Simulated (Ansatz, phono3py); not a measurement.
# Phonon transport in ZnS (F-43m), part 3 of 3

Wanted: κ(T), lifetimes and mean free paths for ZnS.

Experimental results on record:
- thermal conductivity 27 W/m/K near room temperature (given in “Combining the AFLOW GIBBS and Elastic Libraries to efficiently and robustly screen thermo-mechanical properties of solids”, 2017, arXiv:1611.05714)

Ansatz 0.2.0; DFT LDA, scalar-relativistic, plane waves, PAW.

So far, κ at 300 K (relaxation time) (W/m/K): step 6 (a cheap rung, k-mesh 8×8×8, third order supercell 2×2×2) 29.2. Also highest frequency (cm⁻¹): step 6 348. The relaxed cell has a = 5.297 Å (conventional setting).

The database entry behind the starting cell differs from later determinations by our own check (about 0.1 % short), so it need not match the best structure at ambient conditions.

### 7. Third-order constants on small settings, k-mesh 6×6×6, third order supercell 3×3×3

A small supercell and a short cutoff cost little, and show how far such settings carry.

input.yaml reads:

```yaml
crystal:
  lattice:
    - [0.0, 2.648399343, 2.648399343]
    - [2.648399343, 0.0, 2.648399343]
    - [2.648399343, 2.648399343, 0.0]
  atoms:
    - { symbol: Zn, position: [0.25, 0.25, 0.25] }
    - { symbol: S, position: [0.0, 0.0, 0.0] }
kpoints:
  mp_grid: { grid: [6, 6, 6] }
hamiltonian:
  xc: lda
scf:
  occupations: { method: fixed }
output:
  eigenvalues: true
phonons:
  method: fd
  dielectric: true
  qmesh: [6, 6, 6]
  temperatures: { t_max: 1000, t_step: 50 }
  qpath:
    path:
      - [[0.0, 0.0, 0.0], [-0.5, -0.5, 0.0], [-0.375, -0.375, 0.25]]
      - [[-0.375, 0.0, 0.375], [0.0, 0.0, 0.0], [0.0, 0.0, 0.5], [-0.5, -0.25, 0.25], [-0.5, -0.5, 0.0]]
    npoints: 10
  third_order: { supercell: [3, 3, 3], pair_cutoff: 2.444 }
  lattice_thermal_conductivity:
    qmesh: [21, 21, 21]
    temperatures: [100.0, 150.0, 200.0, 300.0, 400.0, 500.0, 600.0, 800.0]
    isotope_mass_variance:
      - { species: S, variance: 0.0001651 }
      - { species: Zn, variance: 0.0005982 }
```

Launch:

```console
> ansatz run input.yaml --threads 8 --pin off --max-ram 16384MiB --backend cpu --events-out ev --progress --plain --runs-dir out
```

Numbers of over 12 decimals in the logs are rounded to 6 here.

The program printed:

```text
[...]
Warning: phonons.third_order: as it is cut ahead of every solve, the batch solves 29 displaced supercells where 21 would do. It runs under 24 of the 648 operations that the crystal's space group holds on the batch's supercell: the run's FFT boxes carry no more. The force constants lose no accuracy. For the smaller batch, try basis.xc_grid above 1 where it is 1, a denser FFT box (accuracy: high where it is lower, or a larger basis.ecutrho_ratio), or the same crystal shifted so that one of its atoms lies at the cell's origin: each can bring back operations that the batch needs, and none is sure to; [rest of the remark cut]
[...]
Crystal: 12 atoms, lattice volume = 222.911 Å³
Basis set: ecut = 420 eV, 4419 PW (Γ), FFT grids on a1, −a1+a2+a3, −a1+a3
Bands: 66, of which v1, the nominal top of the filled ones, is band 54 counted from 1 (53 counted from 0)
Symmetry: 12 space group operations
k-points: 16 of 36 (time reversal used)
[...]
SCF iter   1: F=—  HF=-24704.611695 eV  |F-HF|=—  |Δ(HF+E_count)|=         —  Δρ=1.19e-7  dr2=1.81e-11  ethr=1.00e-12  ⟨swp⟩=3.0  Hψ=2694  notcnv=0
[...]
SCF iter   2: F=-24704.611695 eV  HF=-24704.611695 eV  |F-HF|=0.00e0  |Δ(HF+E_count)|=  3.64e-12  Δρ=6.43e-8  dr2=5.01e-12  ethr=1.00e-12  ⟨swp⟩=3.2  Hψ=2854  notcnv=0
SCF 1 converged in 2 iterations: F = -24704.611695 eV  dr2 = 5.01e-12
[...]
Crystal: 2 atoms, lattice volume = 37.152 Å³
Basis set: ecut = 420 eV, 725 PW (Γ), exchange–correlation on 54×54×54 points (8 copies of the dense FFT grid, shifted against one another)
Bands: 13, of which v1, the nominal top of the filled ones, is band 9 counted from 1 (8 counted from 0)
Symmetry: 24 space group operations
k-points: 46 of 216 (irreducible under 4 space group operations, time reversal used)
[...]
SCF iter   3: F=-4117.435283 eV  HF=-4117.435283 eV  |F-HF|=2.36e-11  |Δ(HF+E_count)|=  3.82e-11  Δρ=3.41e-7  dr2=3.08e-11  ethr=1.00e-12  ⟨swp⟩=3.8  Hψ=2753  notcnv=0
SCF 2 converged in 3 iterations: F = -4117.435283 eV  dr2 = 3.08e-11
[...]
NSCF: frozen V_eff on 2 k-points
[...]
Bands: 10, of which v1, the nominal top of the filled ones, is band 9 counted from 1 (8 counted from 0)
k-points: 28 of 216 (irreducible under 6 space group operations, time reversal used)
[...]
Eigensolver: Dense (28 Hₖ)
SCF iter   1: F=—  HF=-4117.439122 eV  |F-HF|=—  |Δ(HF+E_count)|=         —  Δρ=1.95e-4  dr2=1.47e-5  ethr=1.00e-1
[...]
SCF iter   5: F=-4117.439117 eV  HF=-4117.439117 eV  |F-HF|=1.85e-10  |Δ(HF+E_count)|=   8.46e-8  Δρ=2.23e-6  dr2=5.56e-10  ethr=7.07e-10
SCF 1 converged in 5 iterations: F = -4117.439117 eV  dr2 = 5.56e-10
[...]
Symmetry: 2 space group operations
[...]
SCF iter   9: F=-24704.611662 eV  HF=-24704.611662 eV  |F-HF|=3.64e-12  |Δ(HF+E_count)|=  7.28e-12  Δρ=1.56e-8  dr2=6.55e-13  ethr=1.00e-12  ⟨swp⟩=5.0  Hψ=4488  notcnv=0
SCF 2 converged in 9 iterations: F = -24704.611662 eV  dr2 = 6.55e-13
[...]
SCF iter   4: F=-24704.611662 eV  HF=-24704.611662 eV  |F-HF|=7.28e-12  |Δ(HF+E_count)|=  7.28e-12  Δρ=1.82e-8  dr2=8.10e-13  ethr=1.00e-12  ⟨swp⟩=5.1  Hψ=4481  notcnv=0
SCF 3 converged in 4 iterations: F = -24704.611662 eV  dr2 = 8.10e-13
Symmetry: 1 space group operations
k-points: 20 of 36 (time reversal used)
[...]
SCF iter   8: F=-24704.611665 eV  HF=-24704.611665 eV  |F-HF|=7.28e-12  |Δ(HF+E_count)|=  3.64e-11  Δρ=3.69e-8  dr2=3.05e-12  ethr=1.00e-12  ⟨swp⟩=5.0  Hψ=6555  notcnv=0
SCF 4 converged in 8 iterations: F = -24704.611665 eV  dr2 = 3.05e-12
[...]
SCF iter   4: F=-24704.611665 eV  HF=-24704.611665 eV  |F-HF|=7.28e-12  |Δ(HF+E_count)|=  1.09e-11  Δρ=2.04e-8  dr2=1.09e-12  ethr=1.00e-12  ⟨swp⟩=5.0  Hψ=5621  notcnv=0
SCF 5 converged in 4 iterations: F = -24704.611665 eV  dr2 = 1.09e-12
[...]
SCF iter   9: F=-24704.611668 eV  HF=-24704.611668 eV  |F-HF|=1.09e-11  |Δ(HF+E_count)|=  1.09e-11  Δρ=3.40e-8  dr2=2.61e-12  ethr=1.00e-12  ⟨swp⟩=5.0  Hψ=4480  notcnv=0
SCF 6 converged in 9 iterations: F = -24704.611668 eV  dr2 = 2.61e-12
[...]
SCF 7 converged in 4 iterations: F = -24704.611668 eV  dr2 = 6.12e-12
[...]
SCF 8 converged in 9 iterations: F = -24704.611672 eV  dr2 = 1.32e-12
[...]
SCF 9 converged in 4 iterations: F = -24704.611672 eV  dr2 = 2.97e-12
Basis set: ecut = 420 eV, 4365 PW (Γ), FFT grids on a1, a2, −3a1−3a2+a3
[...]
SCF 10 converged in 2 iterations: F = -24704.611694 eV  dr2 = 5.41e-12
[...]
SCF 11 converged in 9 iterations: F = -24704.611663 eV  dr2 = 7.71e-13
[...]
SCF 12 converged in 4 iterations: F = -24704.611663 eV  dr2 = 1.09e-12
[...]
SCF 13 converged in 9 iterations: F = -24704.611670 eV  dr2 = 1.05e-12
[...]
SCF 14 converged in 5 iterations: F = -24704.611670 eV  dr2 = 9.82e-13
Basis set: ecut = 420 eV, 4339 PW (Γ), FFT grids on a1, a1+a2, 2a1+a3
k-points: 15 of 36 (time reversal used)
[...]
SCF 15 converged in 2 iterations: F = -24704.611697 eV  dr2 = 4.64e-12
[...]
SCF 16 converged in 8 iterations: F = -24704.611665 eV  dr2 = 4.51e-12
[...]
SCF 17 converged in 4 iterations: F = -24704.611665 eV  dr2 = 7.72e-13
[...]
SCF 18 converged in 8 iterations: F = -24704.611664 eV  dr2 = 2.06e-12
[...]
SCF 19 converged in 3 iterations: F = -24704.611664 eV  dr2 = 4.91e-12
[...]
SCF 20 converged in 9 iterations: F = -24704.611674 eV  dr2 = 2.69e-12
[...]
SCF 21 converged in 4 iterations: F = -24704.611674 eV  dr2 = 1.98e-12
[...]
SCF 22 converged in 9 iterations: F = -24704.611673 eV  dr2 = 3.09e-12
[...]
SCF 23 converged in 5 iterations: F = -24704.611673 eV  dr2 = 5.79e-13
[...]
k-points: 12 of 36 (time reversal used)
[...]
Basis set: ecut = 420 eV, 4317 PW (Γ), FFT grids on a1, a2, −3a1+3a2+a3
Symmetry: 48 space group operations
k-points: 10 of 36
[...]
Basis set: ecut = 420 eV, 4369 PW (Γ), FFT grids on a1, a2, −2a1−2a2+a3
Symmetry: 36 space group operations
k-points: 7 of 36 (time reversal used)
[...]
Crystal: 54 atoms, lattice volume = 1003.100 Å³
Basis set: ecut = 420 eV, 19603 PW (Γ)
Bands: 297, of which v1, the nominal top of the filled ones, is band 243 counted from 1 (242 counted from 0)
k-points: 3 of 8
[...]
Symmetry: 6 space group operations
k-points: 4 of 8
[...]
k-points: 6 of 8
[...]
k-points: 8
[...]
SCF 100 converged in 9 iterations: F = -111170.743373 eV  dr2 = 2.80e-10
[...]
SCF 101 converged in 9 iterations: F = -111170.743760 eV  dr2 = 2.54e-10
[...]
SCF iter   9: F=-111170.744940 eV  HF=-111170.744940 eV  |F-HF|=5.82e-11  |Δ(HF+E_count)|=  2.18e-10  Δρ=1.47e-7  dr2=2.59e-10  ethr=1.00e-12  ⟨swp⟩=4.0  Hψ=5757  notcnv=0
SCF 102 converged in 9 iterations: F = -111170.744940 eV  dr2 = 2.59e-10
[...]
SCF iter   8: F=-111170.748057 eV  HF=-111170.748057 eV  |F-HF|=4.22e-10  |Δ(HF+E_count)|=   4.58e-9  Δρ=2.35e-7  dr2=6.48e-10  ethr=1.00e-12  ⟨swp⟩=2.2  Hψ=4201  notcnv=0
SCF 103 converged in 8 iterations: F = -111170.748057 eV  dr2 = 6.48e-10
[...]
SCF iter   9: F=-111170.742377 eV  HF=-111170.742377 eV  |F-HF|=8.73e-11  |Δ(HF+E_count)|=  6.26e-10  Δρ=1.47e-7  dr2=3.01e-10  ethr=1.00e-12  ⟨swp⟩=4.0  Hψ=5964  notcnv=0
SCF 104 converged in 9 iterations: F = -111170.742377 eV  dr2 = 3.01e-10
[...]
SCF iter   9: F=-111170.746982 eV  HF=-111170.746982 eV  |F-HF|=5.82e-11  |Δ(HF+E_count)|=  2.62e-10  Δρ=1.40e-7  dr2=2.28e-10  ethr=1.00e-12  ⟨swp⟩=4.0  Hψ=5382  notcnv=0
SCF 105 converged in 9 iterations: F = -111170.746982 eV  dr2 = 2.28e-10
[...]
SCF iter   9: F=-111170.748536 eV  HF=-111170.748536 eV  |F-HF|=5.82e-11  |Δ(HF+E_count)|=  3.49e-10  Δρ=9.58e-8  dr2=9.31e-11  ethr=1.00e-12  ⟨swp⟩=3.5  Hψ=5010  notcnv=0
SCF 106 converged in 9 iterations: F = -111170.748536 eV  dr2 = 9.31e-11
[...]
SCF iter   9: F=-111170.738140 eV  HF=-111170.738140 eV  |F-HF|=3.64e-10  |Δ(HF+E_count)|=   1.11e-9  Δρ=1.95e-7  dr2=3.50e-10  ethr=1.00e-12  ⟨swp⟩=4.0  Hψ=6015  notcnv=0
SCF 107 converged in 9 iterations: F = -111170.738140 eV  dr2 = 3.50e-10
[...]
SCF iter   9: F=-111170.743622 eV  HF=-111170.743622 eV  |F-HF|=8.73e-11  |Δ(HF+E_count)|=  6.40e-10  Δρ=1.41e-7  dr2=2.69e-10  ethr=1.00e-12  ⟨swp⟩=4.0  Hψ=7908  notcnv=0
SCF 108 converged in 9 iterations: F = -111170.743622 eV  dr2 = 2.69e-10
[...]
SCF iter   9: F=-111170.745506 eV  HF=-111170.745506 eV  |F-HF|=7.28e-11  |Δ(HF+E_count)|=  5.82e-10  Δρ=1.36e-7  dr2=2.45e-10  ethr=1.00e-12  ⟨swp⟩=4.0  Hψ=7817  notcnv=0
SCF 109 converged in 9 iterations: F = -111170.745506 eV  dr2 = 2.45e-10
[...]
SCF iter   9: F=-111170.745179 eV  HF=-111170.745179 eV  |F-HF|=1.16e-10  |Δ(HF+E_count)|=  5.24e-10  Δρ=1.43e-7  dr2=2.63e-10  ethr=1.00e-12  ⟨swp⟩=4.0  Hψ=5935  notcnv=0
SCF 110 converged in 9 iterations: F = -111170.745179 eV  dr2 = 2.63e-10
[...]
SCF iter   9: F=-111170.743873 eV  HF=-111170.743873 eV  |F-HF|=1.02e-10  |Δ(HF+E_count)|=  6.98e-10  Δρ=1.37e-7  dr2=2.63e-10  ethr=1.00e-12  ⟨swp⟩=4.0  Hψ=5954  notcnv=0
SCF 111 converged in 9 iterations: F = -111170.743873 eV  dr2 = 2.63e-10
SCF converged after 2 iterations
Free energy (F): -24704.611695 eV
[...]
Internal energy: -24704.611695 eV  (E = F + TS)
E sigma→0 (E₀):  -24704.611695 eV
Fermi energy:    6.318600 eV
[...]
--- Band table (eV; the first three rows and the last of 16) ---
  k-point 0: bands = [... 50 lower, 5.5629, 6.3186, 6.3186, 6.3186, 8.4425, 9.3669, 9.6683, 9.6683, ... 8 higher]
  k-point 1: bands = [... 50 lower, 5.5589, 5.5629, 5.5629, 5.8936, 9.6683, 9.9046, 10.2177, 10.5287, ... 8 higher]
  k-point 2: bands = [... 50 lower, 6.0400, 6.0400, 6.0400, 6.0400, 9.5198, 9.5198, 9.5571, 9.5571, ... 8 higher]
  k-point 15: bands = [... 50 lower, 4.6221, 4.6221, 4.9205, 4.9205, 10.5294, 10.5294, 10.9148, 10.9148, ... 8 higher]
--- Phonons: 63 displaced members + 10 references (amplitude of the first 0.0025 Å, Σ member SCF iterations 406) ---
  ASR residual: 1.116e-3 → 0.000e0 eV/Å²; symmetrization residual: 7.289e-5 eV/Å²
  largest component of a force at the reference: 1.3e-6 eV/Å
  ASR residual per site (eV/Å²): 1.12e-3 6.82e-4
  Γ frequencies (cm⁻¹): 0.00 0.00 0.00 291.04 291.04 291.04
[...]
ε∞ (high-frequency dielectric tensor):
        6.184125    -0.000000     0.000000
       -0.000000     6.184125     0.000000
        0.000000     0.000000     6.184125
[...]
Born effective charges Z* (e; rows j = field, columns β = displacement):
    site 0:
         1.90312   -0.00000   -0.00000
         0.00000    1.90312    0.00000
         0.00000    0.00000    1.90312
    site 1:
        -1.90312    0.00000    0.00000
        -0.00000   -1.90312   -0.00000
        -0.00000   -0.00000   -1.90312
  Z* charge neutrality: 3.030e-4 e pre-enforcement
[...]
optical modes at Γ without the LO–TO term, one row a degenerate level:
      ω (cm⁻¹)  modes    IR ((D/Å)²/amu)
        291.04      3            11.6532
  optical modes at Γ + LO–TO along q̂ = [1.0000, 0.0000, 0.0000]:
      ω (cm⁻¹)  modes    IR ((D/Å)²/amu)
        291.04      2             7.7688
        347.51      1             3.8844
  optical modes at Γ + LO–TO along q̂ = [0.0000, 1.0000, 0.0000]:
      ω (cm⁻¹)  modes    IR ((D/Å)²/amu)
        291.04      2             7.7688
        347.51      1             3.8844
  optical modes at Γ + LO–TO along q̂ = [0.0000, 0.0000, 1.0000]:
      ω (cm⁻¹)  modes    IR ((D/Å)²/amu)
        291.04      2             7.7688
        347.51      1             3.8844
--- Phonons (by wavevector): 16 wavevectors in 10 supercells ---
  supercell 1 (6 cells, vectors [1, 0, 0], [0, 3, -3], [0, 0, 2] in multiples of the cell's): 8 displaced members by 0.0025 Å; free energy -24704.611695 eV; taken off its force constants: by the sum rule 6.6e-4, by the symmetrisation 5.6e-5 eV/Å²
[...]
q = [0.0000, 0.0000, 0.0000] (star 1, supercell 1; hermiticity 7.56e-17, symmetrization 1.35e-6): -0.00 0.00 0.00 291.04 291.04 291.04
[...]
joined force constants: q→R imaginary residual 4.99e-19
[...]
26 force-constant blocks with the first atom in the home cell, fitted with 10 parameters over 4 symmetry orbits; no atom triplet left out
[...]
100.00          171.0579        169.2825           6          converged          7.776e-1
      150.00          101.6506        100.5456           6          converged          7.854e-1
      200.00           73.4900         72.7211           6          converged          7.782e-1
      300.00           48.5837         48.1205           6          converged          7.654e-1
      400.00           36.7979         36.4738           7          converged          7.385e-1
      500.00           29.7745         29.5290           7          converged          7.194e-1
      600.00           25.0669         24.8713           7          converged          7.085e-1
      800.00           19.1111         18.9747           7          converged          6.967e-1
```

Wall time 16 min (8 threads of Arm Neoverse V1, shared host); peak memory 10 GiB; 2.1 h of CPU time.

This step gave:

```yaml
zero_point_energy: 0.08251 eV/cell
highest_frequency: 351.1 cm⁻¹
debye_temperature_from_the_second_moment: 458 K
kappa_at_300_k_relaxation_time: 48.58 W/m/K
kappa_at_300_k_full_solution: 48.12 W/m/K
mean_free_path_at_half_of_kappa: 546 nm
share_of_kappa_above_the_three_lowest_branches: 0.004
largest_relative_sum_rule_correction: 0.04592
```

W/m/K. Kappa, by row:

| T (K) | RTA xx | RTA yy | RTA zz | full xx | full yy | full zz | coherence part xx | coherence part yy | coherence part zz | ending | iterations | least Ritz value |
| --- | --- | --- | --- | --- | --- | --- | --- | --- | --- | --- | --- | --- |
| 100 | 171.1 | 171.1 | 171.1 | 169.3 | 169.3 | 169.3 | 0.01689 | 0.01689 | 0.01689 | converged | 6 | 0.778 |
| 150 | 101.7 | 101.7 | 101.7 | 100.5 | 100.5 | 100.5 | 0.02987 | 0.02987 | 0.02987 | converged | 6 | 0.785 |
| 200 | 73.49 | 73.49 | 73.49 | 72.72 | 72.72 | 72.72 | 0.04062 | 0.04062 | 0.04062 | converged | 6 | 0.778 |
| 300 | 48.58 | 48.58 | 48.58 | 48.12 | 48.12 | 48.12 | 0.05697 | 0.05697 | 0.05697 | converged | 6 | 0.765 |
| 400 | 36.8 | 36.8 | 36.8 | 36.47 | 36.47 | 36.47 | 0.06944 | 0.06944 | 0.06944 | converged | 7 | 0.738 |
| 500 | 29.77 | 29.77 | 29.77 | 29.53 | 29.53 | 29.53 | 0.07974 | 0.07974 | 0.07974 | converged | 7 | 0.719 |
| 600 | 25.07 | 25.07 | 25.07 | 24.87 | 24.87 | 24.87 | 0.08865 | 0.08865 | 0.08865 | converged | 7 | 0.708 |
| 800 | 19.11 | 19.11 | 19.11 | 18.97 | 18.97 | 18.97 | 0.1039 | 0.1039 | 0.1039 | converged | 7 | 0.697 |

This rung gives 48.6 W/(m K) at 300 K by relaxation time, but with 54 atoms, 1 neighbour distance inside the cutoff and a 21×21×21 mesh it is a test, not the conductivity of the crystal.

### 8. Levels and costs side by side

Ladder, by row:

| cells or q mesh | k mesh | pair cutoff | atoms in the supercell | q-mesh of the transport sums | κ at 300 K (relaxation time) (W/m/K) | κ at 300 K (full solution) (W/m/K) | core-minutes |
| --- | --- | --- | --- | --- | --- | --- | --- |
| 2x2x2 | 8x8x8 | 2.444 | 16 | 11×11×11 | 29.2 | 28.32 | 46.1 |
| 6x6x6 | 6x6x6 | 2.444 | 54 | 21×21×21 | 48.58 | 48.12 | 123.9 |

### 9. What came out

```json
{
  "conductivity": "not obtained on sound settings"
}
```

**Reading.** No conductivity was obtained: no run with a large enough supercell and cutoff finished.

[Logs are printed without paths, hosts, clocks, repeated set-up lines and the standing remarks that a program may print on its own settings, such as how far it seeks lower states.]

[Hosts, paths, dates, database ids (printed as entryN), source tags and the programs' standing remarks are cut or masked in the printed files.]

[A step with changed settings may run another functional than the one named; its input shows which.]
